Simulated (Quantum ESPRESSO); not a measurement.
# MnO2: which magnetic order is lowest, part 2 of 3

Aim: find out which collinear order of MnO2 costs least.

Quantum ESPRESSO 7.5; PBEsol; plane waves with GBRV 1.5 PBEsol potentials, no spin-orbit coupling.

So far, absolute magnetization (μB): step 2 (run 1, typed as ferro ++++) 12.2.

## Step 3: Run 2 (antiferro ++−−)

The input, pw.in:

```
&CONTROL
  calculation = 'scf'
  prefix = 'pwscf'
  outdir = './tmp'
  pseudo_dir = './pseudo'
  disk_io = 'nowf'
/
&SYSTEM
  ibrav = 0
  celldm(1) = 8
  nat = 12
  ntyp = 3
  ecutwfc = 40
  ecutrho = 280
  nbnd = 70
  occupations = 'smearing'
  smearing = 'fd'
  degauss = 0.00367493
  nspin = 2
  starting_magnetization(1) = 0.3
  starting_magnetization(2) = -0.3
  starting_magnetization(3) = 0
/
&ELECTRONS
  conv_thr = 2.4d-08
  electron_maxstep = 150
  mixing_beta = 0.3
/
ATOMIC_SPECIES
Mn1    54.9380 mn_pbesol_v1.5.uspp.F.UPF
Mn2    54.9380 mn_pbesol_v1.5.uspp.F.UPF
O      15.9990 o_pbesol_v1.2.uspp.F.UPF
CELL_PARAMETERS alat
   0.0000000000000    0.9495856074707    0.9495856074707
   0.9495856074707    0.0000000000000    0.9495856074707
   0.9495856074707    0.9495856074707    0.0000000000000
ATOMIC_POSITIONS crystal
Mn1     0.6250000000    0.1250000000    0.6250000000
Mn1     0.1250000000    0.6250000000    0.6250000000
Mn2     0.6250000000    0.6250000000    0.1250000000
Mn2     0.6250000000    0.6250000000    0.6250000000
O       0.8328612900    0.3890462400    0.3890462400
O       0.3890462400    0.8328612900    0.3890462400
O       0.3890462400    0.3890462400    0.3890462400
O       0.3890462400    0.3890462400    0.8328612900
O       0.8609537600    0.4171387100    0.8609537600
O       0.4171387100    0.8609537600    0.8609537600
O       0.8609537600    0.8609537600    0.4171387100
O       0.8609537600    0.8609537600    0.8609537600
K_POINTS automatic
4 4 4 0 0 0
```

The run is started by

```console
> OMP_NUM_THREADS=1 mpirun -n 4 pw.x -nk 4 -in pw.in > pw.out
```

What it wrote:

```text
[banner, memory and clock lines left out]
Program PWSCF v.7.5 starts

     Message from routine setup:
     using ibrav=0 with symmetry is DISCOURAGED, use correct ibrav instead

     bravais-lattice index     =            0
     lattice parameter (alat)  =       8.0000  a.u.
     unit-cell volume          =     876.8036 (a.u.)^3
     number of atoms/cell      =           12
     number of atomic types    =            3
     number of electrons       =       108.00
     number of Kohn-Sham states=           70
     kinetic-energy cutoff     =      40.0000  Ry
     charge density cutoff     =     280.0000  Ry
     scf convergence threshold =      2.4E-08
     mixing beta               =       0.3000
     number of iterations used =            8  plain     mixing
     Exchange-correlation= SLA  PW   PSX  PSC
                           (   1   4  10   8   0   0   0)

     celldm(1)=   8.000000  celldm(2)=   0.000000  celldm(3)=   0.000000
     celldm(4)=   0.000000  celldm(5)=   0.000000  celldm(6)=   0.000000

     crystal axes: (cart. coord. in units of alat)
               a(1) = (   0.000000   0.949586   0.949586 )
               a(2) = (   0.949586   0.000000   0.949586 )
               a(3) = (   0.949586   0.949586   0.000000 )

     reciprocal axes: (cart. coord. in units 2 pi/alat)
               b(1) = ( -0.526545  0.526545  0.526545 )
               b(2) = (  0.526545 -0.526545  0.526545 )
               b(3) = (  0.526545  0.526545 -0.526545 )

     PseudoPot. # 1 for Mn read from file:
     mn_pbesol_v1.5.uspp.F.UPF
     Pseudo is Ultrasoft + core correction, Zval = 15.0

     PseudoPot. # 2 for Mn read from file:
     mn_pbesol_v1.5.uspp.F.UPF
     Pseudo is Ultrasoft + core correction, Zval = 15.0

     PseudoPot. # 3 for O  read from file:
     o_pbesol_v1.2.uspp.F.UPF
     Pseudo is Ultrasoft + core correction, Zval =  6.0

     atomic species   valence    mass     pseudopotential
     Mn1              15.00    54.93800     Mn( 1.00)
     Mn2              15.00    54.93800     Mn( 1.00)
     O                 6.00    15.99900     O ( 1.00)

     Starting magnetic structure
     atomic species   magnetization
     Mn1             0.300
     Mn2            -0.300
     O               0.000

      8 Sym. Ops., with inversion, found ( 4 have fractional translation)

   Cartesian axes

     site n.     atom                  positions (alat units)
         1        Mn1    tau(   1) = (   0.7121892   1.1869820   0.7121892  )
         2        Mn1    tau(   2) = (   1.1869820   0.7121892   0.7121892  )
         3        Mn2    tau(   3) = (   0.7121892   0.7121892   1.1869820  )
         4        Mn2    tau(   4) = (   1.1869820   1.1869820   1.1869820  )
         5        O      tau(   5) = (   0.7388654   1.1603058   1.1603058  )
         6        O      tau(   6) = (   1.1603058   0.7388654   1.1603058  )
         7        O      tau(   7) = (   0.7388654   0.7388654   0.7388654  )
         8        O      tau(   8) = (   1.1603058   1.1603058   0.7388654  )
         9        O      tau(   9) = (   1.2136582   1.6350986   1.2136582  )
        10        O      tau(  10) = (   1.6350986   1.2136582   1.2136582  )
        11        O      tau(  11) = (   1.2136582   1.2136582   1.6350986  )
        12        O      tau(  12) = (   1.6350986   1.6350986   1.6350986  )

     number of k points=    18  Fermi-Dirac smearing, width (Ry)=  0.0037
                       cart. coord. in units 2pi/alat
        k(    1) = (   0.0000000   0.0000000   0.0000000), wk =   0.0156250
        k(    2) = (   0.1316364   0.1316364  -0.1316364), wk =   0.0625000
        k(    3) = (  -0.2632727  -0.2632727   0.2632727), wk =   0.0312500
        k(    4) = (   0.2632727   0.0000000   0.0000000), wk =   0.0625000
        k(    5) = (  -0.1316364  -0.3949091   0.3949091), wk =   0.1250000
        [... 13 further k-points ...]

     Dense  grid:    69473 G-vectors     FFT dimensions: (  60,  60,  60)

     Smooth grid:    29939 G-vectors     FFT dimensions: (  48,  48,  48)

     Check: negative core charge=   -0.000041
     Generating pointlists ...
     new r_m :   0.1855 (alat units)  1.4840 (a.u.) for type    1
     new r_m :   0.1855 (alat units)  1.4840 (a.u.) for type    2
     new r_m :   0.1855 (alat units)  1.4840 (a.u.) for type    3

     Initial potential from superposition of free atoms

     starting charge     105.9997, renormalised to     108.0000
     Starting wfcs are   84 randomized atomic wfcs

     Self-consistent Calculation

     iteration #  1     ecut=    40.00 Ry     beta= 0.30
     Davidson diagonalization with overlap
     ethr =  1.00E-02,  avg # of iterations =  2.3

     total energy              =   -1099.91223449 Ry
     estimated scf accuracy    <       9.30990093 Ry

     total magnetization       =    -0.00 Bohr mag/cell
     absolute magnetization    =    12.09 Bohr mag/cell

     iteration #  2     ecut=    40.00 Ry     beta= 0.30
     Davidson diagonalization with overlap
     ethr =  8.62E-03,  avg # of iterations =  2.0

     total energy              =   -1100.70193454 Ry
     estimated scf accuracy    <       9.80065593 Ry

     total magnetization       =    -0.00 Bohr mag/cell
     absolute magnetization    =    10.70 Bohr mag/cell

     [... further iterations left out ...]

     iteration # 13     ecut=    40.00 Ry     beta= 0.30
     Davidson diagonalization with overlap
     ethr =  6.20E-10,  avg # of iterations =  2.0

     total energy              =   -1102.42846837 Ry
     estimated scf accuracy    <       0.00000003 Ry

     total magnetization       =    -0.00 Bohr mag/cell
     absolute magnetization    =    11.95 Bohr mag/cell

     iteration # 14     ecut=    40.00 Ry     beta= 0.30
     Davidson diagonalization with overlap
     ethr =  2.86E-11,  avg # of iterations =  2.0

     Magnetic moment per site  (integrated on atomic sphere of radius R)
     atom   1 (R=0.186)  charge= 11.7438  magn=  2.3945
     atom   2 (R=0.186)  charge= 11.7438  magn=  2.3945
     atom   3 (R=0.186)  charge= 11.7438  magn= -2.3945
     atom   4 (R=0.186)  charge= 11.7438  magn= -2.3945
     atom   5 (R=0.186)  charge=  5.2242  magn= -0.0028
     atom   6 (R=0.186)  charge=  5.2242  magn= -0.0028
     atom   7 (R=0.186)  charge=  5.2242  magn=  0.0028
     atom   8 (R=0.186)  charge=  5.2242  magn=  0.0028
     atom   9 (R=0.186)  charge=  5.2242  magn= -0.0028
     atom  10 (R=0.186)  charge=  5.2242  magn= -0.0028
     atom  11 (R=0.186)  charge=  5.2242  magn=  0.0028
     atom  12 (R=0.186)  charge=  5.2242  magn=  0.0028

     End of self-consistent calculation

     [... lines left out ...]
     the Fermi energy is     8.0099 ev

!    total energy              =   -1102.42846876 Ry
     estimated scf accuracy    <          7.1E-09 Ry
     smearing contrib. (-TS)   =      -0.00000056 Ry
     internal energy E=F+TS    =   -1102.42846820 Ry

     The total energy is F=E-TS. E is the sum of the following terms:
     one-electron contribution =    -774.36411914 Ry
     hartree contribution      =     431.23469276 Ry
     xc contribution           =    -162.25631333 Ry
     ewald contribution        =    -597.04272848 Ry

     total magnetization       =     0.00 Bohr mag/cell
     absolute magnetization    =    11.95 Bohr mag/cell

     convergence has been achieved in  14 iterations
```

Elapsed: 2.2 min, on 4 MPI ranks of Arm Neoverse N1, shared host; peak memory 0.9 GiB; 8.8 min of CPU time.

Spin moment in the atom's sphere by atom:

```tsv
atom	spin moment in the atom's sphere (μB)
Mn1	2.39
Mn2	2.39
Mn3	-2.39
Mn4	-2.39
O5	0.00
O6	0.00
O7	0.00
O8	0.00
O9	0.00
O10	0.00
O11	0.00
O12	0.00
```

Numbers from this step:

* smearing term TS: 7.68e-6 eV
* magnetization: 0 μB
* absolute magnetization: 11.95 μB
* final state: antiferromagnetic

Spin density in the ac plane of the conventional cell at fractional y = 0.125, with atoms of Mn and O within 0.2 Å of it.

Ten even steps from '0' (-3.2 e/Å³) to '9' (4.4 e/Å³), each cell a mean:
```
4444444444444444444444
4444444444444444446654
4444444444444444446964
4444444444444444445664
4444444444444444444444
4444444444444444444444
4444444444443333444444
4444444444443003444444
4444444444443003444444
4444444444443333444444
4444444444444444444444
4444444444444444444444
4444444665444444444444
4444444696444444444444
4444444566444444444444
4444444444444444444444
4444444444444444444444
4333344444444444444444
4300344444444444444444
4300344444444444444444
4333344444444444444444
4444444444444444444444
```
Columns run along a (8.0 Å), rows up along c (8.0 Å), edges of the conventional cell, whose origin can differ from the input's. Atoms in or near the plane, at fractional coordinates: Mn at (0.38, 0.38), Mn at (0.88, 0.88), Mn at (0.12, 0.13), Mn at (0.62, 0.62), O at (0.89, 0.11), O at (0.39, 0.61), O at (0.61, 0.39), O at (0.11, 0.89), O at (0.36, 0.14), O at (0.86, 0.64), O at (0.14, 0.36), O at (0.64, 0.86).

Valence density in the ac plane of the conventional cell at fractional y = 0.125, with atoms of Mn and O within 0.2 Å of it. It is the smooth field of the valence electrons, not physical close to the nuclei.

Values in e/Å³, 12 rows by 16 columns, each cell a mean:
```
 1  3  3  0  0  0  0  0  0  1  1  1  0  4  5  1
 1  5  4  1  0  0  0  0  0  3  6  2  1 12 15  3
 0  1  1  0  0  0  0  0  0  1  2  1  0  2  2  0
 0  0  0  0  0  1  1  1  0  4  5  1  1  3  3  0
 0  0  0  0  0  3  6  2  1 12 15  3  1  5  4  1
 0  0  0  0  0  1  2  1  0  2  2  0  0  1  1  0
 0  1  1  1  0  4  5  1  1  3  3  0  0  0  0  0
 0  3  6  2  1 12 15  3  1  5  4  1  0  0  0  0
 0  1  2  1  0  2  2  0  0  1  1  0  0  0  0  0
 0  4  5  1  1  3  3  0  0  0  0  0  0  1  1  1
 1 12 15  3  1  5  4  1  0  0  0  0  0  3  6  2
 0  2  2  0  0  1  1  0  0  0  0  0  0  1  2  1
```
Columns run along a (8.0 Å), rows up along c (8.0 Å), edges of the conventional cell, whose origin can differ from the input's. Atoms in or near the plane, at fractional coordinates: Mn at (0.38, 0.38), Mn at (0.88, 0.88), Mn at (0.12, 0.13), Mn at (0.62, 0.62), O at (0.89, 0.11), O at (0.39, 0.61), O at (0.61, 0.39), O at (0.11, 0.89), O at (0.36, 0.14), O at (0.86, 0.64), O at (0.14, 0.36), O at (0.64, 0.86).

## Step 4: Run 3 (ferri +++−)

Changes to pw.in since step 3:

```diff
@@ -14,3 +14,3 @@
   ecutrho = 280
-  nbnd = 70
+  nbnd = 74
   occupations = 'smearing'
@@ -39,3 +39,3 @@
 Mn1     0.1250000000    0.6250000000    0.6250000000
-Mn2     0.6250000000    0.6250000000    0.1250000000
+Mn1     0.6250000000    0.6250000000    0.1250000000
 Mn2     0.6250000000    0.6250000000    0.6250000000
```

What it wrote:

```text
     [... lines left out ...]
Program PWSCF v.7.5 starts
     [... lines left out ...]
     number of atoms/cell      =           12
     [... lines left out ...]
     number of electrons       =       108.00
     number of Kohn-Sham states=           74
     kinetic-energy cutoff     =      40.0000  Ry
     charge density cutoff     =     280.0000  Ry
     scf convergence threshold =      2.4E-08
     [... lines left out ...]
     12 Sym. Ops., with inversion, found ( 6 have fractional translation)
     [... lines left out ...]
     number of k points=    13  Fermi-Dirac smearing, width (Ry)=  0.0037
     [... lines left out ...]
     iteration # 14     ecut=    40.00 Ry     beta= 0.30
     [... lines left out ...]
     Magnetic moment per site  (integrated on atomic sphere of radius R)
     atom   1 (R=0.186)  charge= 11.7443  magn=  2.4509
     atom   2 (R=0.186)  charge= 11.7443  magn=  2.4509
     atom   3 (R=0.186)  charge= 11.7443  magn=  2.4509
     atom   4 (R=0.186)  charge= 11.7422  magn= -2.3264
     atom   5 (R=0.186)  charge=  5.2243  magn=  0.0205
     atom   6 (R=0.186)  charge=  5.2243  magn=  0.0205
     atom   7 (R=0.186)  charge=  5.2246  magn=  0.0213
     atom   8 (R=0.186)  charge=  5.2243  magn=  0.0205
     atom   9 (R=0.186)  charge=  5.2243  magn=  0.0205
     atom  10 (R=0.186)  charge=  5.2243  magn=  0.0205
     atom  11 (R=0.186)  charge=  5.2243  magn=  0.0205
     atom  12 (R=0.186)  charge=  5.2246  magn=  0.0213
     [... lines left out ...]
     the Fermi energy is     7.9873 ev
!    total energy              =   -1102.42867902 Ry
     estimated scf accuracy    <       0.00000002 Ry
     smearing contrib. (-TS)   =      -0.00000163 Ry
     [... lines left out ...]
     total magnetization       =     6.00 Bohr mag/cell
     absolute magnetization    =    11.97 Bohr mag/cell
     convergence has been achieved in  14 iterations
```

The job ended after 1.9 min (4 MPI ranks; peak memory 0.86 GiB; 7.7 min of CPU time).

Spin moment in the atom's sphere by atom:

```tsv
atom	spin moment in the atom's sphere (μB)
Mn1	2.45
Mn2	2.45
Mn3	2.45
Mn4	-2.33
O5	0.02
O6	0.02
O7	0.02
O8	0.02
O9	0.02
O10	0.02
O11	0.02
O12	0.02
```

This step gave:

| Property | Result |
| --- | --- |
| smearing term TS | 2.22e-5 eV |
| magnetization | 6 μB |
| absolute magnetization | 11.97 μB |
| final state | ferrimagnetic |

## Step 5: Ranking

An order is kept where moments of 0.15 μB or more survive with the typed signs; meshes match where a doubled cell samples the same k points as the first cell.

Ferrimagnetic means that a moment over 0.15 μB on a transition or rare-earth metal, induced ones included, opposes the net moment. Orders:

```tsv
start	final state	typed order kept	energy over the lowest (meV a seeded atom)	largest site moment (μB)	net moment (μB a cell of the first run)	mesh matched	CPU time (s)
ferro ++++	ferromagnetic	yes	5.404	2.503	12	yes	285.9
antiferro ++--	antiferromagnetic	yes	0.7152	2.395	0	yes	528.6
ferri +++-	ferrimagnetic	yes	0	2.451	6	yes	464.4
```

## Step 6: The lowest state again, with its states saved

Changes to pw.in since step 4:

```diff
@@ -5,3 +5,3 @@
   pseudo_dir = './pseudo'
-  disk_io = 'nowf'
+  disk_io = 'low'
 /
@@ -14,3 +14,3 @@
   ecutrho = 280
-  nbnd = 74
+  nbnd = 78
   occupations = 'smearing'
```

What it wrote:

```text
     [... lines left out ...]
Program PWSCF v.7.5 starts
     [... lines left out ...]
     number of atoms/cell      =           12
     [... lines left out ...]
     number of electrons       =       108.00
     number of Kohn-Sham states=           78
     kinetic-energy cutoff     =      40.0000  Ry
     charge density cutoff     =     280.0000  Ry
     scf convergence threshold =      2.4E-08
     [... lines left out ...]
     12 Sym. Ops., with inversion, found ( 6 have fractional translation)
     [... lines left out ...]
     number of k points=    13  Fermi-Dirac smearing, width (Ry)=  0.0037
     [... lines left out ...]
     iteration # 15     ecut=    40.00 Ry     beta= 0.30
     [... lines left out ...]
     Magnetic moment per site  (integrated on atomic sphere of radius R)
     atom   1 (R=0.186)  charge= 11.7443  magn=  2.4509
     atom   2 (R=0.186)  charge= 11.7443  magn=  2.4509
     atom   3 (R=0.186)  charge= 11.7443  magn=  2.4509
     atom   4 (R=0.186)  charge= 11.7421  magn= -2.3266
     atom   5 (R=0.186)  charge=  5.2243  magn=  0.0205
     atom   6 (R=0.186)  charge=  5.2243  magn=  0.0205
     atom   7 (R=0.186)  charge=  5.2246  magn=  0.0213
     atom   8 (R=0.186)  charge=  5.2243  magn=  0.0205
     atom   9 (R=0.186)  charge=  5.2243  magn=  0.0205
     atom  10 (R=0.186)  charge=  5.2243  magn=  0.0205
     atom  11 (R=0.186)  charge=  5.2243  magn=  0.0205
     atom  12 (R=0.186)  charge=  5.2246  magn=  0.0213
     [... lines left out ...]
     the Fermi energy is     7.9875 ev
!    total energy              =   -1102.42867902 Ry
     estimated scf accuracy    <       0.00000001 Ry
     smearing contrib. (-TS)   =      -0.00000163 Ry
     [... lines left out ...]
     total magnetization       =     6.00 Bohr mag/cell
     absolute magnetization    =    11.97 Bohr mag/cell
     convergence has been achieved in  15 iterations
```

Elapsed: 2.2 min, on 4 MPI ranks; peak memory 0.88 GiB; 8.9 min of CPU time.

Numbers from this step:

* smearing term TS: 2.22e-5 eV
* magnetization: 6 μB
* absolute magnetization: 11.97 μB
* final state: ferrimagnetic
* largest moment: 2.451 μB

(Continued in part 3 of 3.)

[Logs and program files are shortened in this print: banners, set-up blocks, solver, clock and traceback lines can be left out without a mark of their own.]

[Logs are printed without paths, hosts, clocks, repeated set-up lines and the standing remarks that a program may print on its own settings, such as how far it seeks lower states.]

[Hosts, paths, dates, database ids (printed as entryN), source tags and the programs' standing remarks are cut or masked in the printed files.]

[Where a cell is said to come from a database of computed structures, the database is the Materials Project.]
